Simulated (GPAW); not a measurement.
**Core-hole calculation of the S K edge in In2Co3S2 (R-3m)**

What does one-electron theory with a core hole give for the S K edge of In2Co3S2 (R-3m)?

Program: GPAW 26.7.0. Level of theory: X-ray absorption from dipole matrix elements to empty bands, plane-wave PAW LDA. Results are calculated unless marked as measured.

Report form: the programs' logs are mostly left out.

## (1) Starting point

Symmetry: R-3m, No. 166, trigonal system. The conventional cell has a = 5.317 Å, b = 5.317 Å, c = 13.666 Å, α = 90.00°, β = 90.00°, γ = 120.00°. In has 6 Co at 2.66 Å and 2 S at 3.02 Å nearest. Nearest to In lie 6 Co at 2.75 Å and 6 S at 3.16 Å. Co has 2 S at 2.17 Å nearest. S has 3 Co at 2.17 Å and 4 In at 3.02 to 3.16 Å nearest. Farther neighbours and most contacts between anions are not listed.

Structure file:

```cif
data_structure
_symmetry_space_group_name_H-M 'R-3m:H'
_symmetry_Int_Tables_number 166
_cell_length_a 5.3170
_cell_length_b 5.3170
_cell_length_c 13.6659
_cell_angle_alpha 90.000
_cell_angle_beta 90.000
_cell_angle_gamma 120.000
_cell_volume 334.58
loop_
_atom_site_label
_atom_site_type_symbol
_atom_site_symmetry_multiplicity
_atom_site_Wyckoff_symbol
_atom_site_fract_x
_atom_site_fract_y
_atom_site_fract_z
_atom_site_occupancy
In1 In 3 b 0.66667 0.33333 0.83333 1
In2 In 3 a 0.00000 0.00000 0.00000 1
Co1 Co 9 d 0.66667 0.83333 0.83333 1
S1 S 6 c 0.33333 0.66667 0.94567 1
```

## (2) Ground state of the crystal

A plain self-consistent run shows whether there is a gap and which moments survive; both decide the set-up of the core-hole run.

File scf.py:

```python
import numpy as np
from ase import Atoms
from ase.parallel import parprint, paropen
from gpaw import GPAW, PW, FermiDirac, Mixer, MixerDif, setup_paths
from gpaw.test import gen
setup_paths.insert(0, '.')
gen('S', name='nch1s', xcname='LDA', corehole=(1, 0, 0), write_xml=True)
from gpaw.mpi import world
world.barrier()

atoms = Atoms('In2Co3S2',
    cell=[[2.65849463, 1.53488259, 4.55529245],
     [-2.65849463, 1.53488259, 4.55529245],
     [0, -3.06976518, 4.55529245]],
    scaled_positions=[[0.5, 0.5, 0.5],
     [0, 0, 0],
     [0.5, 0, 0],
     [0, 0.5, 0],
     [0, 0, 0.5],
     [0.279, 0.279, 0.279],
     [0.721, 0.721, 0.721]],
    magmoms=[0.0, 0.0, 3.0, 3.0, 3.0, 0.0, 0.0],
    pbc=True)
atoms.calc = calc = GPAW(legacy_gpaw=True, mode=PW(430, force_complex_dtype=True), xc='LDA', setups={5: 'nch1s'},
    kpts={'size': (4, 4, 4), 'gamma': True}, occupations=FermiDirac(0.05),
    charge=0, mixer=MixerDif(0.05, 8, 50), maxiter=150,
    convergence={'density': 0.0001, 'eigenstates': 1e-6}, txt='scf.txt')
energy = atoms.get_potential_energy() + calc.get_reference_energy()
ef = calc.get_fermi_level()
out = dict(energy=energy, fermi=ef, forces=atoms.get_forces().tolist(), magmoms=atoms.get_magnetic_moments().tolist())
parprint(f'all-electron energy {energy:.4f} eV, Fermi level {ef:.4f} eV')
ev = np.array([[calc.get_eigenvalues(k, s) for k in range(len(calc.get_ibz_k_points()))] for s in range(calc.get_number_of_spins())])
out['homo'], out['lumo'], out['counts'] = ev[ev < ef].max(), ev[ev > ef].min(), sorted(set((ev < ef).sum((0, 2)).tolist()))
out['filled'] = (ev[:, 0] < ef).sum(1).tolist()
import json
with paropen('out.json', 'w') as f:
    json.dump(out, f)
```

The run is started by

```console
$ OMP_NUM_THREADS=1 mpirun -n 2 gpaw python scf.py
```

The job ended after 63 s (2 MPI ranks of Arm Neoverse V2, shared host; peak memory 0.33 GiB; 2.1 min of CPU time).

The mesh shows no gap, so the system is treated as a metal and the core electron is put at the Fermi level (neutral cell).

## (3) Cell without a hole, the energy reference

The photon energy needs a difference of total energies, so the cell and mesh of the coming hole run are first run without a hole.

This run holds the same structure in another cell (a 5.493 → 5.317 Å, b 5.493 → 5.317 Å, α 57.9 → 118.9°, β 57.9 → 90.0°, γ 57.9 → 120.0°).

Edit scf.py of step 2 so:

```diff
@@ -11,12 +11,12 @@
 atoms = Atoms('In2Co3S2',
-    cell=[[2.65849463, 1.53488259, 4.55529245],
-     [-2.65849463, 1.53488259, 4.55529245],
-     [0, -3.06976518, 4.55529245]],
-    scaled_positions=[[0.5, 0.5, 0.5],
+    cell=[[5.31698926, 0, 0],
+     [-2.65849463, -4.60464777, 0],
+     [0, 3.06976518, -4.55529245]],
+    scaled_positions=[[0.5, 0, 0.5],
      [0, 0, 0],
-     [0.5, 0, 0],
-     [0, 0.5, 0],
+     [0, 0.5, 0.5],
+     [0.5, 0.5, 0.5],
      [0, 0, 0.5],
-     [0.279, 0.279, 0.279],
-     [0.721, 0.721, 0.721]],
+     [0.721, 0.442, 0.163],
+     [0.279, 0.558, 0.837]],
     magmoms=[0.0, 0.0, 3.0, 3.0, 3.0, 0.0, 0.0],
@@ -24,3 +24,3 @@
 atoms.calc = calc = GPAW(legacy_gpaw=True, mode=PW(430, force_complex_dtype=True), xc='LDA', setups={5: 'nch1s'},
-    kpts={'size': (4, 4, 4), 'gamma': True}, occupations=FermiDirac(0.05),
+    kpts={'size': (4, 4, 4), 'gamma': True}, occupations=FermiDirac(0.1),
     charge=0, mixer=MixerDif(0.05, 8, 50), maxiter=150,
```

It took 89 s on 2 MPI ranks; peak memory 0.36 GiB.

Reference energy: -454879.081 eV with the cores included.

## (4) Spectrum with XCH, S atom 6

The holes are 5.3 Å apart. In GPAW the data set carries the hole's charge, so charge=0 means a charged cell and charge=-1 a neutral one. The excited electron is kept in the cell, where it fills the lowest empty states and screens the hole. After the field has converged, empty bands are computed with the density fixed and the dipole matrix elements are summed.

The absorber has 3 Co at 2.17 Å (pyramidal, site symmetry 3m).

File xas.py:

```python
import numpy as np
from ase import Atoms
from ase.parallel import parprint, paropen
from gpaw import GPAW, PW, FermiDirac, Mixer, MixerDif, setup_paths
from gpaw.test import gen
setup_paths.insert(0, '.')
gen('S', name='fch1s', xcname='LDA', corehole=(1, 0, 1), write_xml=True)
from gpaw.mpi import world
world.barrier()

atoms = Atoms('In2Co3S2',
    cell=[[5.31698926, 0, 0],
     [-2.65849463, -4.60464777, 0],
     [0, 3.06976518, -4.55529245]],
    scaled_positions=[[0.5, 0, 0.5],
     [0, 0, 0],
     [0, 0.5, 0.5],
     [0.5, 0.5, 0.5],
     [0, 0, 0.5],
     [0.721, 0.442, 0.163],
     [0.279, 0.558, 0.837]],
    magmoms=[0.0, 0.0, 3.0, 3.0, 3.0, 0.0, 0.0],
    pbc=True)
atoms.calc = calc = GPAW(legacy_gpaw=True, mode=PW(430, force_complex_dtype=True), xc='LDA', setups={5: 'fch1s'},
    kpts={'size': (4, 4, 4), 'gamma': True}, occupations=FermiDirac(0.1),
    charge=-1, mixer=MixerDif(0.05, 8, 50), maxiter=150,
    convergence={'density': 0.0001, 'eigenstates': 1e-6}, txt='scf.txt')
energy = atoms.get_potential_energy() + calc.get_reference_energy()
ef = calc.get_fermi_level()
out = dict(energy=energy, fermi=ef, forces=atoms.get_forces().tolist(), magmoms=atoms.get_magnetic_moments().tolist())
parprint(f'all-electron energy {energy:.4f} eV, Fermi level {ef:.4f} eV')
ev = np.array([[calc.get_eigenvalues(k, s) for k in range(len(calc.get_ibz_k_points()))] for s in range(calc.get_number_of_spins())])
out['homo'], out['lumo'], out['counts'] = ev[ev < ef].max(), ev[ev > ef].min(), sorted(set((ev < ef).sum((0, 2)).tolist()))
out['filled'] = (ev[:, 0] < ef).sum(1).tolist()

from ase.units import Ha
from gpaw.xas import dipole_matrix_elements
nb = int(calc.get_number_of_electrons() / 2) + 84
top, nb = nb, nb + 8 + nb // 12
nscf = calc.fixed_density(kpts={'size': (5, 5, 5), 'gamma': True}, nbands=nb,
    convergence={'bands': top, 'eigenstates': 1e-5}, maxiter=60, txt='nscf.txt')
cell = atoms.cell.array
ops = [cell.T @ U.T @ np.linalg.inv(cell.T) for U in nscf.wfs.kd.symmetry.op_scc]
E = np.arange(-6, 34, 0.1)
fwhm = np.interp(E, [4, 25], [0.9, 3.5])
Y, X, zero, highest = 0, 0, 1e9, 1e9
for spin in range(nscf.get_number_of_spins()):
    wfs = nscf.wfs
    A = dipole_matrix_elements(wfs.setups[5])
    eps = np.zeros((wfs.kd.nibzkpts, nb))
    d = np.zeros((3, A.shape[1], wfs.kd.nibzkpts, nb), complex)
    for kpt in wfs.kpt_u:
        if kpt.s == spin and 5 in kpt.P_ani:
            eps[kpt.k] = kpt.eps_n * Ha
            d[:, :, kpt.k] = (kpt.weight * wfs.nspins / 2) ** 0.5 * np.inner(A, kpt.P_ani[5])
    world.sum(eps)
    world.sum(d)
    T = np.einsum('amkn,bmkn->abkn', d, d.conj()).real
    T = sum(np.einsum('ai,ijkn,bj->abkn', R, T, R) for R in ops) / len(ops)
    empty = eps > ef
    zero, highest = min(zero, eps[empty].min()), min(highest, eps[:, top - 1].min())
    lines = [(eps, T, empty)] if spin == 0 else lines + [(eps, T, empty)]
for eps, T, empty in lines:
    f = np.einsum('aakn->akn', T).reshape(3, -1)
    x = eps.ravel() - zero
    w = np.interp(x, E, fwhm) / 2.35482
    g = np.exp(-0.5 * ((E[:, None] - x) / w) ** 2) / (w * (2 * np.pi) ** 0.5)
    Y = Y + (f * empty.ravel()) @ g.T
    X = X + (f * ~empty.ravel()) @ g.T
out.update(E=E.round(2).tolist(), xas=Y.tolist(), xes=X.tolist(), zero=zero, valid=highest - zero, nk=len(eps), nb=nb)
for i in range(0, len(E), 10):
    parprint(f'{E[i]:7.2f}', *(f'{v:10.3e}' for v in Y[:, i]))
import json
with paropen('out.json', 'w') as f:
    json.dump(out, f)
```

The run is started by

```console
$ OMP_NUM_THREADS=1 mpirun -n 2 gpaw python xas.py
```

Run time: 8.8 min. Hardware: 2 MPI ranks; peak memory 0.64 GiB.

The S K spectrum, S atom 6, excited-electron core hole (neutral cell) (energy from the lowest empty level; intensity scaled to a mean of 1 over the first 20 eV; polarised curves are means over the symmetry-equivalent atoms):

```csv
E (eV),isotropic,ε ⊥ c,ε ∥ c
-2.0,0.00,0.00,0.00
-1.4,0.00,0.00,0.00
-0.8,0.03,0.04,0.00
-0.2,0.51,0.74,0.04
0.4,1.51,2.17,0.18
1.0,1.11,1.40,0.52
1.6,1.15,1.14,1.17
2.2,1.29,1.20,1.48
2.8,1.21,1.11,1.41
3.4,1.28,1.37,1.12
4.0,1.65,1.46,2.03
4.6,1.11,0.83,1.67
5.2,0.61,0.39,1.07
5.8,0.49,0.33,0.80
6.4,0.56,0.47,0.75
7.0,0.77,0.67,0.97
7.6,0.95,0.89,1.08
8.2,1.02,1.03,1.01
8.8,1.01,1.01,1.01
9.4,0.94,0.88,1.06
10.0,0.90,0.78,1.15
10.6,0.86,0.71,1.17
11.2,0.81,0.68,1.07
11.8,0.80,0.71,1.00
12.4,0.84,0.78,0.98
13.0,0.95,0.91,1.01
13.6,1.09,1.10,1.05
14.2,1.18,1.26,1.04
14.8,1.19,1.29,0.98
15.4,1.12,1.24,0.90
16.0,1.05,1.17,0.82
16.6,1.00,1.11,0.77
17.2,0.95,1.05,0.75
17.8,0.91,1.00,0.73
18.4,0.89,0.97,0.74
19.0,0.90,0.97,0.77
19.6,0.92,0.97,0.82
20.2,0.93,0.95,0.88
20.8,0.94,0.93,0.96
21.4,0.96,0.92,1.05
22.0,0.98,0.91,1.12
22.6,0.98,0.90,1.14
23.2,0.96,0.88,1.11
23.8,0.91,0.85,1.03
24.4,0.85,0.81,0.95
25.0,0.80,0.76,0.87
25.6,0.76,0.73,0.81
26.2,0.72,0.70,0.76
26.8,0.69,0.67,0.73
27.4,0.66,0.64,0.71
28.0,0.65,0.62,0.70
28.6,0.64,0.60,0.71
29.2,0.64,0.60,0.73
29.8,0.66,0.61,0.75
30.4,0.69,0.64,0.78
31.0,0.73,0.69,0.80
31.6,0.77,0.75,0.82
```

Main maxima below 24 eV (height): 0.5 eV (1.54), 2.4 eV (1.30), 3.9 eV (1.68), 8.4 eV (1.03), 14.5 eV (1.20) and 22.4 eV (0.98). A K edge sees empty p states; the first features are S p mixed into the empty d states of the Co neighbours, and the broad ones above probably into the cations' higher empty bands.

The total-energy difference is 2457.11 eV. The functional leaves an error in such absolute values: in the free atom LDA prices this hole 9.1 eV below PBE (computed apart), and PBE is itself good to a few eV.

## (5) Spectrum with XCH, S atom 6

This attempt departs from the first core-hole run: charge keyword to -2.

Edit xas.py of step 4 so:

```diff
@@ -25,3 +25,3 @@
     kpts={'size': (4, 4, 4), 'gamma': True}, occupations=FermiDirac(0.1),
-    charge=-1, mixer=MixerDif(0.05, 8, 50), maxiter=150,
+    charge=-2, mixer=MixerDif(0.05, 8, 50), maxiter=150,
     convergence={'density': 0.0001, 'eigenstates': 1e-6}, txt='scf.txt')
```

Wall time 8.8 min (2 MPI ranks); peak memory 0.61 GiB; 18 min of CPU time.

The run finished. A setting was moved off its sound value on purpose, so it serves as a test and not as the result.

The fault put into the input: the charge keyword adds two electrons for one core hole.

Against the first run the r.m.s. difference is 13 %. A shift of -0.2 eV leaves 8 %. The highest intensity below 16 eV goes from 3.9 eV (1.68) to 3.4 eV (1.68).

```csv
E (eV),first run,this run
-2.0,0.00,0.00
-0.5,0.15,0.22
1.0,1.11,1.02
2.5,1.29,1.25
4.0,1.65,1.29
5.5,0.51,0.51
7.0,0.77,0.94
8.5,1.03,1.00
10.0,0.90,0.88
11.5,0.80,0.82
13.0,0.95,1.08
14.5,1.20,1.18
16.0,1.05,1.02
17.5,0.93,0.90
19.0,0.90,0.92
20.5,0.93,0.95
22.0,0.98,0.99
23.5,0.94,0.89
25.0,0.80,0.76
26.5,0.71,0.68
28.0,0.65,0.64
29.5,0.65,0.67
31.0,0.73,0.77
```

## (6) Results

* absorber and edge: S K, atom 6 of the ground-state input (counted from 1)
* surroundings: 3 Co at 2.17 Å (pyramidal, site symmetry 3m)
* highest intensity below 16 eV: 3.9 eV above the zero, height 1.68
* photon energy of the zero (spin-polarised hole, raw): 2457.1 eV (LDA puts this hole about 9 eV below PBE, itself good to a few eV)

The S K edge of atom 6, with 3 Co at 2.17 Å (pyramidal, site symmetry 3m), has its highest intensity of the first 16 eV at 3.9 eV above the zero, near 2461 eV in photon energy (LDA puts this hole about 9 eV below PBE, itself good to a few eV), 1.7 times the mean level of the first 20 eV (Gaussian full width 0.9 eV up to 4 eV, rising linearly to 3.5 eV at 25 eV). At the S K edge of atom 6 polarisation matters most near 0.4 eV, where the curves differ by 2.0 on this scale. 1 further run of this session is left out of this account as redundant. The hole lies in one spin channel, while the script sums the empty states of both and takes the lower zero; where the two channels are split, this blurs and shifts the curve. The unit cell's mesh shows no gap over 0.35 eV. That is right for a metallic compound; for a small-gap or correlated insulator it would be the fault of the functional or of the assumed magnetic order, and the hole would be screened too well. The starting moments shrank to 0.00 μB or less, so this is hardly a magnetic state. The holes are only 5.3 Å apart, so the shape is probably not converged with cell size; no larger cell was run here. The mesh is coarse (0.33 Å⁻¹ between points), so small maxima may be mesh ripples. The structure is a published determination, not relaxed.

[Logs are printed without paths, hosts, clocks, repeated set-up lines and the standing remarks that a program may print on its own settings, such as how far it seeks lower states.]

[Hosts, paths, dates, database ids (printed as entryN), source tags and the programs' standing remarks are cut or masked in the printed files.]

[Lists of maxima count a maximum above −3 eV only where it reaches 4 % of the highest in the window and stands out from its surroundings by 2 % of it (1.5 % where it reaches 55 %); shoulders and weaker maxima are passed over, and of the rest the first, up to two pre-edge ones and the few strongest are named.]
